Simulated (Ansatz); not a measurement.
# Stretching the linear Mo chain

Does stretching change the magnetism or the channel count of the linear Mo chain?

Main program and level: Ansatz 0.2.0; DFT PBEsol, plane waves, PAW; relaxation of a chain's period, in the first sound run; inputs show where later runs differ.

## Step 1: Set-up

The cell holds 1 atom: 1 Mo. Cell: a = 7.500 Å, b = 7.500 Å, c = 2.864 Å, α = 90.0°, β = 90.0°, γ = 90.0°. Vacuum lies along a and b. The structure's axis is c.

## Step 2: Relaxing the period

Band widths follow the bond lengths, so the chain is relaxed first. The atoms and the third cell vector are free; the box across stays fixed as vacuum. Moments are seeded so that a magnetic state can form if it lies lower. A Fermi-Dirac smearing is set since the result may be a metal. The pressure printed is a third of the stress's trace over the whole box, vacuum included; only the stress along the axis is relaxed.

Contents of input.yaml:

```yaml
crystal:
  lattice:
    - [7.5, 0.0, 0.0]
    - [0.0, 7.5, 0.0]
    - [0.0, 0.0, 2.8644]
  atoms:
    - { symbol: Mo, position: [0.5, 0.5, 0.0], spin: 3.0 }
magnetization:
  spin_polarized: true
kpoints:
  mp_grid: { grid: [1, 1, 28] }
scf:
  occupations: { method: fermi_dirac, width: 0.05 }
hamiltonian:
  xc: pbesol
relax:
  cell: { fix: [a, b, alpha, beta, gamma] }
  max_steps: 60
```

Run with:

```sh
$ ansatz run input.yaml --threads 4 --pin off --max-ram 8192MiB --backend cpu --events-out ev --progress --plain --runs-dir out
```

Numbers of over 12 decimals in the logs are rounded to 6 here.

The log of the run:

```text
Engine: ansatz 0.2.0, aarch64-unknown-linux-gnu
Pseudopotentials: kind: paw
Pseudopotential: Mo, paw, valence charge 14, recommended cutoff 420 eV (normal), Mo.paw.azcp
Functional definition: PBEsol
  exchange = pbesol_x
  correlation = pbesol_c
Crystal: 1 atoms, lattice volume = 161.123 Å³
Basis set: ecut = 420 eV, 3145 PW (Γ), exchange–correlation on 108×108×40 points (8 copies of the dense FFT grid, shifted against one another)
Bands: 13, of which v1, the nominal top of the filled ones, is band 7 counted from 1 (6 counted from 0)
Symmetry: 16 space group operations
Space group: P4/mmm (ITA 123), of the structure as read, at distance tolerance 5.4e-5 Å
Magnetic group: BNS 123.339 (UNI 999), of the structure as read, at distance tolerance 5.4e-5 Å
k-points: 15 of 28
Non-local potential: Mo, projectors of the file, l = 0: 3, l = 1: 2, l = 2: 2, l = 3: 1
PAW form: soft (Blöchl's): semilocal exchange-correlation on the pseudo side does not see the compensation charge
PAW frozen core: Mo, regenerated for the run's functional, and the local potential with it (the file was generated under x = pbe(κ = 0.804, μ = 0.219515), c = pbe(β = 0.066725))
PAW one-centre angular grid: Mo, 590 points (default); XC on 64 Gauss nodes
Initial density: superposition of atomic densities (neutral atoms: chi_scale 0, normalization atom)
Starting moments: Σ|m| = 3 μB on 1 of 1 site
Initial wavefunctions: pseudopotential atomic-orbital guess
Functional: x = pbesol(κ = 0.804, μ = 0.123457), c = pbesol(β = 0.046)
iter 1 solved again at ethr=3.06e-3 eV; its pass at ethr=3.10e-3 eV (dr2=4.28e-1 eV) is discarded
SCF iter   1: F=—  HF=-4891.168681 eV  |F-HF|=—  |Δ(HF+E_count)|=         —  Δρ=1.33e-2 (↑1.10e-2 ↓1.33e-2)  dr2=4.32e-1  dr2_m=1.44e-1  M=3.390 μB ∫|m|=3.390 μB  β_m=0.30  ethr=3.06e-3  ⟨swp⟩=1.0  Hψ=2660  notcnv=0
Mixer restart at iter 1: flushing history
preconditioner: auto → LDOS  [metal: Δε(μ)=0.026 eV  Ē_g=4.061 eV  σ=0.050 eV  W_gap=0.13  n_scr=12 (ndim 8)  ℏωp=7.2 eV  f_vac=0.605  D(μ)=3.89/eV (n_scr^D=20)]
spin=Collinear: LDOS preconditioning applied to the charge; magnetization (m = ρ↑ − ρ↓) channel mixes plain (no charge-response kernel on spin).
SCF iter   2: F=—  HF=-4891.144733 eV  |F-HF|=—  |Δ(HF+E_count)|=   2.39e-2  Δρ=1.02e-2 (↑8.54e-3 ↓1.02e-2)  dr2=2.33e-1  dr2_m=8.97e-2  M=3.498 μB ∫|m|=3.498 μB  β_m=0.65  ethr=3.06e-3  ⟨swp⟩=1.8  Hψ=501  notcnv=0
SCF iter   3: F=—  HF=-4891.254836 eV  |F-HF|=—  |Δ(HF+E_count)|=         —  Δρ=3.94e-3 (↑3.94e-3 ↓3.67e-3)  dr2=8.10e-3  dr2_m=1.55e-2  M=3.886 μB ∫|m|=3.886 μB  β_m=0.65  ethr=1.66e-3  ⟨swp⟩=3.0  Hψ=803  notcnv=0
Mixer restart at iter 3: flushing history
SCF iter   4: F=—  HF=-4891.263559 eV  |F-HF|=—  |Δ(HF+E_count)|=   8.72e-3  Δρ=2.18e-3 (↑2.18e-3 ↓2.06e-3)  dr2=2.35e-3  dr2_m=5.36e-3  M=3.954 μB ∫|m|=3.954 μB  β_m=0.82  ethr=5.79e-5  ⟨swp⟩=2.6  Hψ=755  notcnv=0  defer=2
SCF iter   5: F=—  HF=-4891.267889 eV  |F-HF|=—  |Δ(HF+E_count)|=   4.33e-3  Δρ=7.39e-4 (↑7.39e-4 ↓7.06e-4)  dr2=1.88e-4  dr2_m=6.88e-4  M=4.090 μB ∫|m|=4.090 μB  β_m=0.91  ethr=1.68e-5  ⟨swp⟩=2.8  Hψ=763  notcnv=0  defer=2
SCF iter   6: F=—  HF=-4891.269454 eV  |F-HF|=—  |Δ(HF+E_count)|=   1.56e-3  Δρ=4.58e-4 (↑4.58e-4 ↓4.37e-4)  dr2=1.42e-4  dr2_m=2.49e-4  M=4.186 μB ∫|m|=4.186 μB  β_m=0.96  ethr=1.34e-6  ⟨swp⟩=2.0  Hψ=752  notcnv=0  defer=2
SCF iter   7: F=—  HF=-4891.269877 eV  |F-HF|=—  |Δ(HF+E_count)|=   4.23e-4  Δρ=2.44e-4 (↑2.44e-4 ↓1.61e-4)  dr2=6.98e-5  dr2_m=4.44e-5  M=4.276 μB ∫|m|=4.276 μB  β_m=0.89  ethr=1.01e-6  ⟨swp⟩=2.1  Hψ=769  notcnv=0  defer=2
SCF iter   8: F=—  HF=-4891.269959 eV  |F-HF|=—  |Δ(HF+E_count)|=   8.16e-5  Δρ=4.08e-5 (↑4.08e-5 ↓3.69e-5)  dr2=2.31e-6  dr2_m=1.31e-6  M=4.254 μB ∫|m|=4.254 μB  β_m=0.94  ethr=4.98e-7  ⟨swp⟩=2.6  Hψ=685  notcnv=0  defer=2
SCF iter   9: F=—  HF=-4891.269963 eV  |F-HF|=—  |Δ(HF+E_count)|=   4.54e-6  Δρ=1.05e-5 (↑7.22e-6 ↓1.05e-5)  dr2=1.05e-7  dr2_m=9.41e-8  M=4.250 μB ∫|m|=4.250 μB  β_m=0.94  ethr=1.65e-8  ⟨swp⟩=2.2  Hψ=709  notcnv=0  defer=2
SCF iter  10: F=—  HF=-4891.269964 eV  |F-HF|=—  |Δ(HF+E_count)|=   4.64e-7  Δρ=1.47e-6 (↑1.47e-6 ↓1.36e-6)  dr2=4.62e-9  dr2_m=2.34e-9  M=4.251 μB ∫|m|=4.251 μB  β_m=0.97  ethr=7.52e-10  ⟨swp⟩=2.0  Hψ=671  notcnv=0  defer=2
SCF iter  11: F=-4891.269964 eV  HF=-4891.269964 eV  |F-HF|=2.82e-10  |Δ(HF+E_count)|=   2.58e-8  Δρ=3.50e-7 (↑3.50e-7 ↓3.42e-7)  dr2=1.96e-10  dr2_m=7.70e-11  M=4.251 μB ∫|m|=4.251 μB  ethr=3.30e-11  ⟨swp⟩=2.0  Hψ=1158  notcnv=0
SCF 1 converged in 11 iterations: F = -4891.269964 eV  dr2 = 1.96e-10
  greatest PAW one-centre occupation: 0.999 electrons in one spin orbital (limit 2), on the Mo atom at site 0 (counted from 0), in its partial waves of l = 0
relax step   1: F+E_penalty+E_count = -4891.26996366 eV  Δ(F+E_penalty+E_count) = +0.000e0 eV  max|allowed force component| = 0.000e0 eV/Å  Δτ_max = 0.0000 Å  P = -1.236 GPa  Ω = 161.123 Å³  fix = [a, b, alpha, beta, gamma]  reactions: a -0.170, b -0.170 GPa  (11 SCF iters, dr2 threshold 1.00e-7 eV, accepted)
Crystal: 1 atoms, lattice volume = 153.268 Å³
Basis set: ecut = 420 eV, 3033 PW (Γ), exchange–correlation on 108×108×40 points (8 copies of the dense FFT grid, shifted against one another)
Initial density: handed on by an earlier stage of this run
Starting moments: Σ|m| = 3 μB on 1 of 1 site; this step starts from the density that it was given
Initial wavefunctions: those handed on with the density
iter 1 solved again at ethr=1.75e-4 eV; its pass at ethr=3.10e-3 eV (dr2=2.45e-2 eV) is discarded
SCF iter   1: F=—  HF=-4891.524364 eV  |F-HF|=—  |Δ(HF+E_count)|=         —  Δρ=8.81e-3 (↑8.74e-3 ↓8.81e-3)  dr2=2.48e-2  dr2_m=9.99e-2  M=3.616 μB ∫|m|=3.616 μB  β_m=0.30  ethr=1.75e-4  ⟨swp⟩=1.1  Hψ=2877  notcnv=0
preconditioner: auto → LDOS  [metal: Δε(μ)=0.029 eV  Ē_g=4.528 eV  σ=0.050 eV  W_gap=0.14  n_scr=12 (ndim 8)  ℏωp=7.3 eV  f_vac=0.633  D(μ)=2.03/eV (n_scr^D=8)]
spin=Collinear: LDOS preconditioning applied to the charge; magnetization (m = ρ↑ − ρ↓) channel mixes plain (no charge-response kernel on spin).
SCF iter   2: F=—  HF=-4891.517830 eV  |F-HF|=—  |Δ(HF+E_count)|=   6.53e-3  Δρ=6.71e-3 (↑6.70e-3 ↓6.71e-3)  dr2=1.52e-2  dr2_m=5.85e-2  M=3.573 μB ∫|m|=3.573 μB  β_m=0.65  ethr=1.75e-4  ⟨swp⟩=2.0  Hψ=530  notcnv=0
SCF iter   3: F=—  HF=-4891.506609 eV  |F-HF|=—  |Δ(HF+E_count)|=   1.12e-2  Δρ=8.06e-4 (↑8.06e-4 ↓7.61e-4)  dr2=4.11e-4  dr2_m=5.80e-4  M=3.481 μB ∫|m|=3.481 μB  β_m=0.71  ethr=1.09e-4  ⟨swp⟩=2.6  Hψ=781  notcnv=0
[...]
relax step   4: F+E_penalty+E_count = -4891.97968115 eV  Δ(F+E_penalty+E_count) = -2.320e-1 eV  max|allowed force component| = 0.000e0 eV/Å  Δτ_max = 0.0000 Å  P = -1.553 GPa  Ω = 137.558 Å³  energy of the carried Pulay correction = +3.531e-4 eV  fix = [a, b, alpha, beta, gamma]  reactions: a -0.256, b -0.256 GPa  (9 SCF iters, dr2 threshold 1.00e-7 eV, accepted)
[...]
relax step   5: F+E_penalty+E_count = -4892.29297681 eV  Δ(F+E_penalty+E_count) = -3.133e-1 eV  max|allowed force component| = 0.000e0 eV/Å  Δτ_max = 0.0000 Å  P = -2.040 GPa  Ω = 129.704 Å³  energy of the carried Pulay correction = +4.816e-4 eV  fix = [a, b, alpha, beta, gamma]  reactions: a -0.272, b -0.272 GPa  (15 SCF iters, dr2 threshold 1.00e-7 eV, accepted)
[...]
relax step   6: F+E_penalty+E_count = -4892.43873331 eV  Δ(F+E_penalty+E_count) = -1.458e-1 eV  max|allowed force component| = 0.000e0 eV/Å  Δτ_max = 0.0000 Å  P = +0.242 GPa  Ω = 121.849 Å³  energy of the carried Pulay correction = +6.162e-4 eV  fix = [a, b, alpha, beta, gamma]  reactions: a -0.281, b -0.281 GPa  (10 SCF iters, dr2 threshold 1.00e-7 eV, accepted)
[...]
relax step   7: F+E_penalty+E_count = -4892.44141310 eV  Δ(F+E_penalty+E_count) = -2.680e-3 eV  max|allowed force component| = 0.000e0 eV/Å  Δτ_max = 0.0000 Å  P = -0.407 GPa  Ω = 123.324 Å³  energy of the carried Pulay correction = +5.904e-4 eV  fix = [a, b, alpha, beta, gamma]  reactions: a -0.277, b -0.277 GPa  (10 SCF iters, dr2 threshold 1.00e-7 eV, accepted)
[...]
relax step   8: F+E_penalty+E_count = -4892.44251548 eV  Δ(F+E_penalty+E_count) = -1.102e-3 eV  max|allowed force component| = 0.000e0 eV/Å  Δτ_max = 0.0000 Å  P = -0.183 GPa  Ω = 122.796 Å³  energy of the carried Pulay correction = +5.996e-4 eV  fix = [a, b, alpha, beta, gamma]  reactions: a -0.278, b -0.278 GPa  (9 SCF iters, dr2 threshold 1.00e-7 eV, accepted)
Basis set: ecut = 420 eV, 2431 PW (Γ), exchange–correlation on 108×108×30 points (8 copies of the dense FFT grid, shifted against one another)
Initial wavefunctions: pseudopotential atomic-orbital guess (no wavefunctions were taken with the density)
iter 1 solved again at ethr=1.22e-7 eV; its pass at ethr=3.10e-3 eV (dr2=1.71e-5 eV) is discarded
SCF iter   1: F=—  HF=-4892.442217 eV  |F-HF|=—  |Δ(HF+E_count)|=         —  Δρ=4.08e-5 (↑4.08e-5 ↓4.08e-5)  dr2=8.55e-7  dr2_m=5.55e-12  M=0.000 μB ∫|m|=0.000 μB  β_m=0.65  ethr=1.22e-7  ⟨swp⟩=3.9  Hψ=3546  notcnv=0
preconditioner: auto → Resta (q_TF=auto, 1.900 Å⁻¹)  ε∞=2.8  [insulator: Δε(μ)=0.188 eV  Ē_g=6.056 eV  σ=0.050 eV  W_gap=0.59  n_scr=20 (ndim 8)  ℏωp=8.2 eV  f_vac=0.630  D(μ)=2.48/eV (n_scr^D=20)  ε∞_Penn≈2.8  vacuum switching on, ρ_ref=2.7e-3 e/Å³]
spin=Collinear: Resta preconditioning applied to the charge; magnetization (m = ρ↑ − ρ↓) channel mixes plain (no charge-response kernel on spin).
SCF iter   2: F=—  HF=-4892.442218 eV  |F-HF|=—  |Δ(HF+E_count)|=   1.44e-6  Δρ=1.45e-5 (↑1.45e-5 ↓1.45e-5)  dr2=1.10e-7  dr2_m=2.26e-12  M=0.000 μB ∫|m|=0.000 μB  β_m=0.61  ethr=6.11e-9  ⟨swp⟩=2.0  Hψ=602  notcnv=0
SCF iter   3: F=—  HF=-4892.442218 eV  |F-HF|=—  |Δ(HF+E_count)|=   1.43e-7  Δρ=2.32e-6 (↑2.32e-6 ↓2.32e-6)  dr2=2.63e-9  dr2_m=7.96e-13  M=0.000 μB ∫|m|=0.000 μB  β_m=0.64  ethr=7.86e-10  ⟨swp⟩=2.1  Hψ=478  notcnv=0
SCF iter   4: F=—  HF=-4892.442218 eV  |F-HF|=—  |Δ(HF+E_count)|=   5.75e-9  Δρ=2.87e-7 (↑2.84e-7 ↓2.87e-7)  dr2=1.61e-10  dr2_m=3.46e-13  M=0.000 μB ∫|m|=0.000 μB  β_m=0.82  ethr=1.88e-11  ⟨swp⟩=2.2  Hψ=606  notcnv=0
SCF iter   5: F=—  HF=-4892.442218 eV  |F-HF|=—  |Δ(HF+E_count)|=   6.90e-9  Δρ=6.38e-8 (↑5.32e-8 ↓6.38e-8)  dr2=2.47e-11  dr2_m=1.11e-13  M=0.000 μB ∫|m|=0.000 μB  β_m=0.91  ethr=1.15e-12  ⟨swp⟩=2.2  Hψ=559  notcnv=0
SCF iter   6: F=—  HF=-4892.442218 eV  |F-HF|=—  |Δ(HF+E_count)|=  7.00e-11  Δρ=1.17e-8 (↑7.82e-9 ↓1.17e-8)  dr2=7.38e-13  dr2_m=1.57e-14  M=0.000 μB ∫|m|=0.000 μB  β_m=0.96  ethr=1.00e-12  ⟨swp⟩=1.7  Hψ=437  notcnv=0
SCF iter   7: F=-4892.442218 eV  HF=-4892.442218 eV  |F-HF|=0.00e0  |Δ(HF+E_count)|=  9.09e-13  Δρ=6.32e-9 (↑6.32e-9 ↓5.24e-9)  dr2=2.68e-13  dr2_m=2.16e-15  M=0.000 μB ∫|m|=0.000 μB  ethr=1.00e-12  ⟨swp⟩=4.0  Hψ=1330  notcnv=0
the starting moments were not kept: the SCF closed with an absolute magnetisation of 2.9e-7 μB, where they sum to 3 μB in size (1 site). That is at most 0.1 of that sum. Measured as dr2_m measures the in/out step, that magnetisation stands 1.3e-14 eV from none, at or under the dr2_threshold of 1.0e-11 eV: it is no larger than a step whose dr2_m would equal this threshold.
SCF 9 converged in 7 iterations: F = -4892.442218 eV  dr2 = 2.68e-13
relax step   9: F+E_penalty+E_count = -4892.44221842 eV  Δ(F+E_penalty+E_count) = +2.971e-4 eV  max|allowed force component| = 0.000e0 eV/Å  Δτ_max = 0.0000 Å  P = -0.183 GPa  Ω = 122.796 Å³  fix = [a, b, alpha, beta, gamma]  reactions: a -0.279, b -0.279 GPa  stress off target by 6.97e-3 GPa on what of the cell is left free  SCF on the basis re-selected at this cell (its energy is not comparable with the rows above)  (7 SCF iters)
basis re-selected at this cell: Δ(F+E_penalty+E_count) = +2.971e-4 eV, ΔP = -0.001 GPa vs the last step (what re-selecting the basis moved, of the pressure what is left beyond the Pulay correction that the steps carried, after the strain that the cell walked since its last selection, with what the two solves' SCF thresholds leave and, on support functions, any second-order correction that the steps lacked; it is no measure of the basis error at this ecutwfc). The dense FFT grid was sized anew with the basis: this SCF ran on 54×54×15 points, the steps before it on 54×54×20, so part of this shift can come from that change (see relax.cell in the input reference). [rest of the remark cut]
SCF converged after 7 iterations
Magnetization: 0.0000 μB (7.0000 up, 7.0000 down)
Absolute magnetization: 0.0000 μB (∫|ρ↑−ρ↓|, with the PAW one-centre terms)
Spin contamination: 0.0000 ħ² per cell (⟨S²⟩ above its minimum at these occupations)
Per-site moments (μB) at R_I (Å): [(1.3190281837015926e-7, 0.900506)]
Free energy (F): -4892.442218 eV
Harris-Foulkes:  -4892.442218 eV  (|F-HF|=0.00e0)
Internal energy: -4892.422167 eV  (E = F + TS)
E sigma→0 (E₀):  -4892.432193 eV
Entropy (-TS):   -0.020051 eV (-20.051 meV/atom)
Fermi energy:    -1.418121 eV
--- Per-component energies (eV) ---
  E_band       = -359.072044
  E_kinetic    = 442.333101
  E_local      = -3244.895439  (includes V_loc(G=0)·N_el)
  E_nonlocal   = 150.970940
  E_hartree    = 1331.840504
  E_xc         = -178.239038
  E_vxc        = -222.925502  (∫ρ·V_xc dr)
  E_paw        = -3146.051753  (= ΣΔE_a)
  E_vpaw       = -148.236220  (= ΣTr[D̂ρ^β])
  E_aug_tail   = 0.000040  (compensation charges beyond the density's cutoff)
  E_ewald      = -248.589822
  E_core_change = 0.209299  (= ΣΔE_core)
  E_smearing   = -0.020051  (= −TS)
  E_closure    = -0.000000  (closes the sum)
  Σ components = -4892.442218   (vs F -4892.442218, Δ=0.00e0)
--- Forces (eV/Å), atoms counted from 1 ---
  atom   1  Mo     0.00000000     0.00000000     0.00000000
  max |Σ_I F_I| component: 1.14e-28 eV/Å
--- Stress (GPa, compression-positive) ---
       -0.278695       0.000000       0.000000
        0.000000      -0.278695       0.000000
        0.000000       0.000000       0.006966
  P = ⅓ Tr σ = -0.1835 GPa (-1.835 kbar)
--- Relaxed structure (8 steps of the walk, 8 accepted, 1 SCFs on fresh bases) ---
  F+E_penalty+E_count = -4892.44221842 eV   max|allowed force component| = 0.000e0 eV/Å   (the final SCF, on the basis selected at the relaxed cell)
  cell:  # Å, volume = 122.7962 Å³
    - [7.5, 0.0, 0.0]
    - [0.0, 7.5, 0.0]
    - [0.0, 0.0, 2.183044]
  atoms:
    - { symbol: Mo, position: [0.5, 0.5, 0.0] }
```

The job ended after 12 s (4 threads of Arm Neoverse V2, shared host; peak memory 0.41 GiB).

Step by step:

```csv
step,energy less that of the first step (eV),largest force component (eV/Å),pressure (GPa),volume (Å³)
1,0.0000,0.0000,-1.24,161.12
2,-0.2375,0.0000,-1.81,153.27
3,-0.4777,0.0000,-1.84,145.41
4,-0.7097,0.0000,-1.55,137.56
5,-1.0230,0.0000,-2.04,129.70
6,-1.1688,0.0000,0.24,121.85
7,-1.1714,0.0000,-0.41,123.32
8,-1.1726,0.0000,-0.18,122.80
9*,-1.1723,0.0000,-0.18,122.80
```

Relaxation steps marked * repeat the geometry before them on a plane-wave basis chosen anew for their cell, so energy and pressure can jump there.

```csv
cell as run,before,after,change
c (Å),2.864,2.183,-23.8 %
```

Final coordinates:

```
Mo
1.0
     7.50000    0.00000    0.00000
     0.00000    7.50000    0.00000
     0.00000    0.00000    2.18304
Mo
1
Direct
  0.50000 0.50000 0.00000
```

Numbers from this step:

* energy at zero smearing: -4892.4322 eV
* cell length along the wire: 2.183 Å

The cell's length comes to 2.183 Å with no moment. That is -24 % against the start, more than a small adjustment.

The cell shrank by 23.8 % in its periodic edges.

[end of part 1 of 3]

[Logs are printed without paths, hosts, clocks, repeated set-up lines and the standing remarks that a program may print on its own settings, such as how far it seeks lower states.]

[Hosts, paths, dates, database ids (printed as entryN), source tags and the programs' standing remarks are cut or masked in the printed files.]
